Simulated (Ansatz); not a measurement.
# Mg on W(110): change of the work function, part 2 of 4

How does Mg on the hollow site change the work function of W(110) as the layer fills?

Ansatz 0.2.0; plane-wave DFT, PBE, Ansatz PAW.

So far, work function, upper face (eV): step 2 (the clean slab) 4.84.

## 3. The covered slab, k-mesh 4×4×1, coverage 0.111 ML

System of this step: MgW36 (Mg/W(110)). The cell holds 37 atoms: 36 W and 1 Mg. Its edges and angles: a = 8.210 Å, b = 8.210 Å, c = 27.425 Å, α = 90.0°, β = 90.0°, γ = 70.5°. Vacuum lies along c.

The clean slab as it ended is repeated in the plane and the adsorbate is set on one face; the cell's size fixes the coverage, and the k-mesh shrinks with it to keep the sampling density about even. Adsorbate and upper layers relax, since the dipole depends on the height.

input.yaml reads:

```yaml
crystal:
  lattice:
    - [6.7033722855, -4.74, 0.0]
    - [6.7033722855, 4.74, 0.0]
    - [0.0, 0.0, 27.4250111075]
  atoms:
    - { symbol: W, position: [0.0, 0.0, 0.3281675973] }
    - { symbol: W, position: [0.1666666667, 0.1666666667, 0.4096427668] }
    - { symbol: W, position: [0.0, 0.0, 0.4924990781] }
    - { symbol: W, position: [0.1666666667, 0.1666666667, 0.5724322775] }
    - { symbol: W, position: [0.0, 0.3333333333, 0.3281675973] }
    - { symbol: W, position: [0.1666666667, 0.5, 0.4096427668] }
    - { symbol: W, position: [0.0, 0.3333333333, 0.4924990781] }
    - { symbol: W, position: [0.1666666667, 0.5, 0.5724322775] }
    - { symbol: W, position: [0.0, 0.6666666667, 0.3281675973] }
    - { symbol: W, position: [0.1666666667, 0.8333333333, 0.4096427668] }
    - { symbol: W, position: [0.0, 0.6666666667, 0.4924990781] }
    - { symbol: W, position: [0.1666666667, 0.8333333333, 0.5724322775] }
    - { symbol: W, position: [0.3333333333, 0.0, 0.3281675973] }
    - { symbol: W, position: [0.5, 0.1666666667, 0.4096427668] }
    - { symbol: W, position: [0.3333333333, 0.0, 0.4924990781] }
    - { symbol: W, position: [0.5, 0.1666666667, 0.5724322775] }
    - { symbol: W, position: [0.3333333333, 0.3333333333, 0.3281675973] }
    - { symbol: W, position: [0.5, 0.5, 0.4096427668] }
    - { symbol: W, position: [0.3333333333, 0.3333333333, 0.4924990781] }
    - { symbol: W, position: [0.5, 0.5, 0.5724322775] }
    - { symbol: W, position: [0.3333333333, 0.6666666667, 0.3281675973] }
    - { symbol: W, position: [0.5, 0.8333333333, 0.4096427668] }
    - { symbol: W, position: [0.3333333333, 0.6666666667, 0.4924990781] }
    - { symbol: W, position: [0.5, 0.8333333333, 0.5724322775] }
    - { symbol: W, position: [0.6666666667, 0.0, 0.3281675973] }
    - { symbol: W, position: [0.8333333333, 0.1666666667, 0.4096427668] }
    - { symbol: W, position: [0.6666666667, 0.0, 0.4924990781] }
    - { symbol: W, position: [0.8333333333, 0.1666666667, 0.5724322775] }
    - { symbol: W, position: [0.6666666667, 0.3333333333, 0.3281675973] }
    - { symbol: W, position: [0.8333333333, 0.5, 0.4096427668] }
    - { symbol: W, position: [0.6666666667, 0.3333333333, 0.4924990781] }
    - { symbol: W, position: [0.8333333333, 0.5, 0.5724322775] }
    - { symbol: W, position: [0.6666666667, 0.6666666667, 0.3281675973] }
    - { symbol: W, position: [0.8333333333, 0.8333333333, 0.4096427668] }
    - { symbol: W, position: [0.6666666667, 0.6666666667, 0.4924990781] }
    - { symbol: W, position: [0.8333333333, 0.8333333333, 0.5724322775] }
    - { symbol: Mg, position: [0.28, 0.28, 0.6718324027] }
kpoints:
  mp_grid: { grid: [4, 4, 1] }
hamiltonian:
  xc: pbe
scf:
  occupations: { method: fermi_dirac, width: 0.1 }
  convergence: { dr2_threshold: 1.0e-08 }
efield:
  axis: 3
  dipole_correction: true
  ramp_position: 0.97
  ramp_width: 0.06
relax:
  f_tol: 0.02
  max_steps: 60
  constraints:
    - { sites: [0, 1, 4, 5, 8, 9, 12, 13, 16, 17, 20, 21, 24, 25, 28, 29, 32, 33] }
output:
  write_potential: true
  write_density: true
  volumetric_format: npy
```

The run is started by

```sh
$ ansatz run input.yaml --threads 4 --pin off --max-ram 16384MiB --backend cpu --events-out ev --progress --plain --runs-dir out
```

Output:

```text
[...]
Crystal: 37 atoms, lattice volume = 1742.804 Å³
Basis set: ecut = 420 eV, 34103 PW (Γ), exchange–correlation on 120×120×384 points (8 copies of the dense FFT grid, shifted against one another)
Bands: 309, of which v1, the nominal top of the filled ones, is band 257 counted from 1 (256 counted from 0)
Symmetry: 2 space group operations
[...]
k-points: 7 of 16 (time reversal used)
[...]
SCF iter   1: F=—  HF=-375752.784370 eV  |F-HF|=—  |Δ(HF+E_count)|=         —  Δρ=8.81e-3  dr2=2.02e1  ethr=1.77e-3  p=0.488 e·Å  D=5.06e-2 V/Å  ΔV_dip=-1.39 eV  dr2_dipole=2.55e0  V_vac-E_F(+/−)=3.74/5.13 eV  ⟨swp⟩=9.6  Hψ=10936  notcnv=0
[...]
SCF iter  11: F=-375752.071562 eV  HF=-375752.071562 eV  |F-HF|=2.04e-9  |Δ(HF+E_count)|=  3.49e-10  Δρ=1.13e-7  dr2=4.96e-10  ethr=1.95e-12  p=0.457 e·Å  D=4.75e-2 V/Å  ΔV_dip=-1.30 eV  dr2_dipole=2.40e-12  V_vac-E_F(+/−)=3.60/4.91 eV  ⟨swp⟩=10.7  Hψ=14627  notcnv=0
SCF 1 converged in 11 iterations: F = -375752.071562 eV  dr2 = 4.96e-10
[...]
relax step   1: F+E_penalty+E_count = -375752.07156189 eV  Δ(F+E_penalty+E_count) = +0.000e0 eV  max|allowed force component| = 1.098e0 eV/Å  Δτ_max = 0.0000 Å  (11 SCF iters, accepted)
[...]
SCF iter   9: F=-375752.252186 eV  HF=-375752.252186 eV  |F-HF|=1.78e-8  |Δ(HF+E_count)|=   4.44e-8  Δρ=4.79e-7  dr2=8.60e-9  ethr=1.95e-12  p=0.461 e·Å  D=4.79e-2 V/Å  ΔV_dip=-1.31 eV  dr2_dipole=4.13e-10  V_vac-E_F(+/−)=3.59/4.90 eV  ⟨swp⟩=12.0  Hψ=16304  notcnv=0
SCF 2 converged in 9 iterations: F = -375752.252186 eV  dr2 = 8.60e-9
relax step   2: F+E_penalty+E_count = -375752.25218574 eV  Δ(F+E_penalty+E_count) = -1.806e-1 eV  max|allowed force component| = 8.377e-1 eV/Å  Δτ_max = 0.1940 Å  (9 SCF iters, accepted)
SCF iter   1: F=—  HF=-375752.401966 eV  |F-HF|=—  |Δ(HF+E_count)|=         —  Δρ=2.07e-3  dr2=5.26e-1  ethr=2.93e-4  p=0.461 e·Å  D=4.79e-2 V/Å  ΔV_dip=-1.31 eV  dr2_dipole=1.13e-1  V_vac-E_F(+/−)=3.60/4.91 eV  ⟨swp⟩=6.7  Hψ=6772  notcnv=0
[...]
SCF iter   9: F=-375752.376533 eV  HF=-375752.376533 eV  |F-HF|=1.07e-8  |Δ(HF+E_count)|=   8.55e-8  Δρ=3.58e-7  dr2=5.65e-9  ethr=1.95e-12  p=0.444 e·Å  D=4.61e-2 V/Å  ΔV_dip=-1.27 eV  dr2_dipole=2.05e-10  V_vac-E_F(+/−)=3.63/4.90 eV  ⟨swp⟩=12.3  Hψ=16328  notcnv=0
SCF 3 converged in 9 iterations: F = -375752.376533 eV  dr2 = 5.65e-9
relax step   3: F+E_penalty+E_count = -375752.37653282 eV  Δ(F+E_penalty+E_count) = -1.243e-1 eV  max|allowed force component| = 2.361e-1 eV/Å  Δτ_max = 0.1995 Å  (9 SCF iters, accepted)
[...]
relax step   4: F+E_penalty+E_count = -375752.41842263 eV  Δ(F+E_penalty+E_count) = -4.189e-2 eV  max|allowed force component| = 1.787e-1 eV/Å  Δτ_max = 0.1948 Å  (9 SCF iters, accepted)
[...]
relax step   5: F+E_penalty+E_count = -375752.44955121 eV  Δ(F+E_penalty+E_count) = -3.113e-2 eV  max|allowed force component| = 9.489e-2 eV/Å  Δτ_max = 0.2000 Å  (9 SCF iters, accepted)
[...]
relax step   6: F+E_penalty+E_count = -375752.46111309 eV  Δ(F+E_penalty+E_count) = -1.156e-2 eV  max|allowed force component| = 6.638e-2 eV/Å  Δτ_max = 0.2000 Å  (8 SCF iters, accepted)
SCF iter   1: F=—  HF=-375752.460313 eV  |F-HF|=—  |Δ(HF+E_count)|=         —  Δρ=3.24e-4  dr2=5.22e-3  ethr=1.88e-6  p=0.426 e·Å  D=4.42e-2 V/Å  ΔV_dip=-1.21 eV  dr2_dipole=8.24e-4  V_vac-E_F(+/−)=3.68/4.89 eV  ⟨swp⟩=5.3  Hψ=5460  notcnv=0
[...]
SCF iter   8: F=-375752.462534 eV  HF=-375752.462534 eV  |F-HF|=5.06e-9  |Δ(HF+E_count)|=   3.05e-8  Δρ=1.91e-7  dr2=1.35e-9  ethr=1.95e-12  p=0.427 e·Å  D=4.44e-2 V/Å  ΔV_dip=-1.22 eV  dr2_dipole=3.99e-14  V_vac-E_F(+/−)=3.68/4.90 eV  ⟨swp⟩=11.0  Hψ=14327  notcnv=0
SCF 7 converged in 8 iterations: F = -375752.462534 eV  dr2 = 1.35e-9
relax step   7: F+E_penalty+E_count = -375752.46253382 eV  Δ(F+E_penalty+E_count) = -1.421e-3 eV  max|allowed force component| = 1.328e-2 eV/Å  Δτ_max = 0.0290 Å  (8 SCF iters, accepted)
NSCF: frozen V_eff on 7 k-points
[...]
SCF converged after 8 iterations
Free energy (F): -375752.462534 eV
[...]
Internal energy: -375751.552521 eV  (E = F + TS)
E sigma→0 (E₀):  -375752.007527 eV
Entropy (-TS):   -0.910013 eV (-24.595 meV/atom)
Fermi energy:    4.712315 eV
Dipole field:    D = 0.044357 V/Å  (p = 0.427214 e·Å, saw-weighted, corrected)
Work function:   Φ+ = 3.6790 eV   Φ− = 4.8955 eV
[...]
--- Forces (eV/Å), atoms counted from 1 ---
  atom   1  W     -0.00567676     0.00000000     0.36246607
  atom   2  W     -0.02924084     0.00000000    -0.36165369
  atom   3  W     -0.00968760     0.00000000     0.00700287
  atom   4  W     -0.00028744     0.00000000     0.00289909
  atom   5  W      0.00789647     0.00429423     0.36450123
  atom   6  W     -0.00086031    -0.00662705    -0.35864467
  atom   7  W     -0.00692721     0.00537767     0.00192206
  atom   8  W     -0.00982257     0.00230725     0.00334880
  atom   9  W     -0.00048967    -0.01265827     0.37380559
  atom  10  W      0.00655285    -0.01863997    -0.35700569
  atom  11  W      0.00420822    -0.00306771     0.00007966
  atom  12  W      0.00214370    -0.00322770     0.00169556
  atom  13  W      0.00789647    -0.00429423     0.36450123
  atom  14  W     -0.00086031     0.00662705    -0.35864467
  atom  15  W     -0.00692721    -0.00537767     0.00192206
  atom  16  W     -0.00982257    -0.00230725     0.00334880
  atom  17  W     -0.00011405     0.00000000     0.32226671
  atom  18  W      0.02927015     0.00000000    -0.35964060
  atom  19  W      0.00414648     0.00000000     0.00571550
  atom  20  W     -0.00159285     0.00000000     0.00021105
  atom  21  W     -0.00765218     0.00489990     0.36486932
  atom  22  W     -0.00763829     0.01637409    -0.35573713
  atom  23  W      0.00530175     0.00955466     0.00048524
  atom  24  W      0.01032657    -0.00005516     0.00287928
  atom  25  W     -0.00048967     0.01265827     0.37380559
  atom  26  W      0.00655285     0.01863997    -0.35700569
  atom  27  W      0.00420822     0.00306771     0.00007966
  atom  28  W      0.00214370     0.00322770     0.00169556
  atom  29  W     -0.00765218    -0.00489990     0.36486932
  atom  30  W     -0.00763829    -0.01637409    -0.35573713
  atom  31  W      0.00530175    -0.00955466     0.00048524
  atom  32  W      0.01032657     0.00005516     0.00287928
  atom  33  W      0.00632605     0.00000000     0.36282733
  atom  34  W     -0.00079547     0.00000000    -0.41063875
  atom  35  W     -0.00642714     0.00000000    -0.00355774
  atom  36  W      0.00587722     0.00000000    -0.01328188
  atom  37  Mg     0.00211079     0.00000000     0.00097773
  max |Σ_I F_I| component: 1.28e-5 eV/Å
--- Band table (eV; the first three rows and the last of 7) ---
  k-point 0: bands = [... 253 lower, 4.4245, 4.4259, 4.5171, 4.5203, 4.9342, 5.2311, 5.2409, 5.5265, ... 48 higher]
  k-point 1: bands = [... 253 lower, 4.6197, 4.6988, 4.7121, 4.7454, 4.7751, 4.8716, 4.9616, 4.9887, ... 48 higher]
  k-point 2: bands = [... 253 lower, 4.6128, 4.6974, 4.7165, 4.7542, 4.7683, 4.8627, 4.9514, 4.9633, ... 48 higher]
  k-point 6: bands = [... 253 lower, 4.2396, 4.2860, 4.3456, 4.4907, 4.5268, 4.5647, 4.5790, 4.6791, ... 48 higher]
--- Relaxed structure (7 steps of the walk, 7 accepted, 0 SCFs on fresh bases) ---
  F+E_penalty+E_count = -375752.46253382 eV   max|allowed force component| = 1.328e-2 eV/Å
  atoms:
    - { symbol: W, position: [0.0, 0.0, 0.328168] }
    - { symbol: W, position: [0.1666666667, 0.1666666667, 0.4096427668] }
    - { symbol: W, position: [0.000543679, 0.000543679, 0.492585] }
    - { symbol: W, position: [0.167826, 0.167826, 0.573773] }
    - { symbol: W, position: [-2.775558e-17, 0.333333, 0.328168] }
    - { symbol: W, position: [0.166667, 0.5, 0.4096427668] }
    - { symbol: W, position: [-0.00064477, 0.333415, 0.492307] }
    - { symbol: W, position: [0.162971, 0.503778, 0.571931] }
    - { symbol: W, position: [0.0, 0.6666666667, 0.328168] }
    - { symbol: W, position: [0.166667, 0.8333333333, 0.4096427668] }
    - { symbol: W, position: [-0.000716329, 0.667327, 0.492034] }
    - { symbol: W, position: [0.167105, 0.834188, 0.572633] }
    - { symbol: W, position: [0.333333, -2.775558e-17, 0.328168] }
    - { symbol: W, position: [0.5, 0.166667, 0.4096427668] }
    - { symbol: W, position: [0.333415, -0.00064477, 0.492307] }
    - { symbol: W, position: [0.503778, 0.162971, 0.571931] }
    - { symbol: W, position: [0.3333333333, 0.3333333333, 0.328168] }
    - { symbol: W, position: [0.5, 0.5, 0.4096427668] }
    - { symbol: W, position: [0.333311, 0.333311, 0.492180] }
    - { symbol: W, position: [0.498780, 0.498780, 0.573800] }
    - { symbol: W, position: [0.333333, 0.6666666667, 0.328168] }
    - { symbol: W, position: [0.500000, 0.833333, 0.4096427668] }
    - { symbol: W, position: [0.333262, 0.667245, 0.492310] }
    - { symbol: W, position: [0.499269, 0.832435, 0.572633] }
    - { symbol: W, position: [0.6666666667, 0.0, 0.328168] }
    - { symbol: W, position: [0.8333333333, 0.166667, 0.4096427668] }
    - { symbol: W, position: [0.667327, -0.000716329, 0.492034] }
    - { symbol: W, position: [0.834188, 0.167105, 0.572633] }
    - { symbol: W, position: [0.6666666667, 0.333333, 0.328168] }
    - { symbol: W, position: [0.833333, 0.500000, 0.4096427668] }
    - { symbol: W, position: [0.667245, 0.333262, 0.492310] }
    - { symbol: W, position: [0.832435, 0.499269, 0.572633] }
    - { symbol: W, position: [0.6666666667, 0.6666666667, 0.328168] }
    - { symbol: W, position: [0.8333333333, 0.8333333333, 0.4096427668] }
    - { symbol: W, position: [0.666135, 0.666135, 0.492616] }
    - { symbol: W, position: [0.833235, 0.833235, 0.572070] }
    - { symbol: Mg, position: [0.332811, 0.332811, 0.654809] }
```

It took 9.9 min on 4 threads of AMD EPYC 9R14 (Zen 4), shared host; peak memory 9.9 GiB; 39 min of CPU time.

Step by step:

| step | energy less that of the first step (eV) | largest force component (eV/Å) |
| --- | --- | --- |
| 1 | 0.0000 | 1.0978 |
| 2 | -0.1806 | 0.8377 |
| 3 | -0.3050 | 0.2361 |
| 4 | -0.3469 | 0.1787 |
| 5 | -0.3780 | 0.0949 |
| 6 | -0.3896 | 0.0664 |
| 7 | -0.3910 | 0.0133 |

The run keeps the 2 symmetry operations that the program found, so distortions that break them were not tested.

The atoms that moved most (Å):

| atom | dx | dy | dz | length |
| --- | --- | --- | --- | --- |
| Mg37 | 0.708 | 0.000 | -0.467 | 0.848 |
| W20 | -0.016 | 0.000 | 0.038 | 0.041 |
| W4 | 0.016 | 0.000 | 0.037 | 0.040 |
| W8 | 0.001 | 0.035 | -0.014 | 0.038 |
| W16 | 0.001 | -0.035 | -0.014 | 0.038 |
| W11 | 0.000 | 0.007 | -0.013 | 0.014 |
| W27 | 0.000 | -0.007 | -0.013 | 0.014 |
| W32 | -0.011 | 0.001 | 0.006 | 0.012 |

Final coordinates:

```xyz
37
Lattice="6.7034 -4.7400 0.0000 6.7034 4.7400 0.0000 0.0000 0.0000 27.4250" Properties=species:S:1:pos:R:3
W     0.0000    0.0000    9.0000
W     2.2345    0.0000   11.2345
W     0.0073    0.0000   13.5092
W     2.2500    0.0000   15.7357
W     2.2345    1.5800    9.0000
W     4.4689    1.5800   11.2345
W     2.2307    1.5834   13.5015
W     4.4695    1.6154   15.6852
W     4.4689    3.1600    9.0000
W     6.7034    3.1600   11.2345
W     4.4685    3.1665   13.4940
W     6.7120    3.1620   15.7045
W     2.2345   -1.5800    9.0000
W     4.4689   -1.5800   11.2345
W     2.2307   -1.5834   13.5015
W     4.4695   -1.6154   15.6852
W     4.4689    0.0000    9.0000
W     6.7034    0.0000   11.2345
W     4.4686    0.0000   13.4981
W     6.6870    0.0000   15.7365
W     6.7034    1.5800    9.0000
W     8.9378    1.5800   11.2345
W     6.7068    1.5831   13.5016
W     8.9269    1.5792   15.7045
W     4.4689   -3.1600    9.0000
W     6.7034   -3.1600   11.2345
W     4.4685   -3.1665   13.4940
W     6.7120   -3.1620   15.7045
W     6.7034   -1.5800    9.0000
W     8.9378   -1.5800   11.2345
W     6.7068   -1.5831   13.5016
W     8.9269   -1.5792   15.7045
W     8.9378    0.0000    9.0000
W    11.1723    0.0000   11.2345
W     8.9307    0.0000   13.5100
W    11.1710    0.0000   15.6890
Mg    4.4619    0.0000   17.9582
```

This step gave:

```yaml
energy_at_zero_smearing: -375752.0075 eV
work_function_upper_face: 3.679 eV
work_function_lower_face: 4.895 eV
dipole_along_the_normal: 0.4272 e·Å
step_between_the_vacuum_levels: -1.216 eV
```

Running mean over 2.234 Å of the planar mean; the ramp of the sawtooth is left out. The electron's electrostatic potential energy less the Fermi level by z:

| z (Å) | electron's electrostatic potential energy less the Fermi level (eV) |
| --- | --- |
| 4 | 4.89 |
| 5 | 4.88 |
| 6 | 4.75 |
| 7 | 3.29 |
| 8 | -5.76 |
| 9 | -12.2 |
| 10 | -12.6 |
| 11 | -12.7 |
| 12 | -12.5 |
| 13 | -12.6 |
| 14 | -12.9 |
| 15 | -12.7 |
| 16 | -11.6 |
| 17 | -3.14 |
| 18 | 2.44 |
| 19 | 3.12 |
| 20 | 3.60 |
| 21 | 3.67 |
| 22 | 3.68 |
| 23 | 3.68 |
| 24 | 3.68 |

The relaxation took 7 steps and lowered the energy by 0.39 eV; the largest force on the free atoms ends at 0.013 eV/Å.

The covered face has 3.68 eV, -1.17 eV against the clean one; the bare back face has moved by -0.00 eV, a measure of how thin the slab is.

(Part 2 of 4 ends here.)

[Long decimals in the printed logs are rounded to 6 places.]

[Logs are printed without paths, hosts, clocks, repeated set-up lines and the standing remarks that a program may print on its own settings, such as how far it seeks lower states.]

[Hosts, paths, dates, database ids (printed as entryN), source tags and the programs' standing remarks are cut or masked in the printed files.]

[Maps of the electrostatic potential energy from Ansatz leave out the sawtooth potential of an applied field or a dipole correction, so their vacuum need not be flat; planar profiles and work functions include it.]
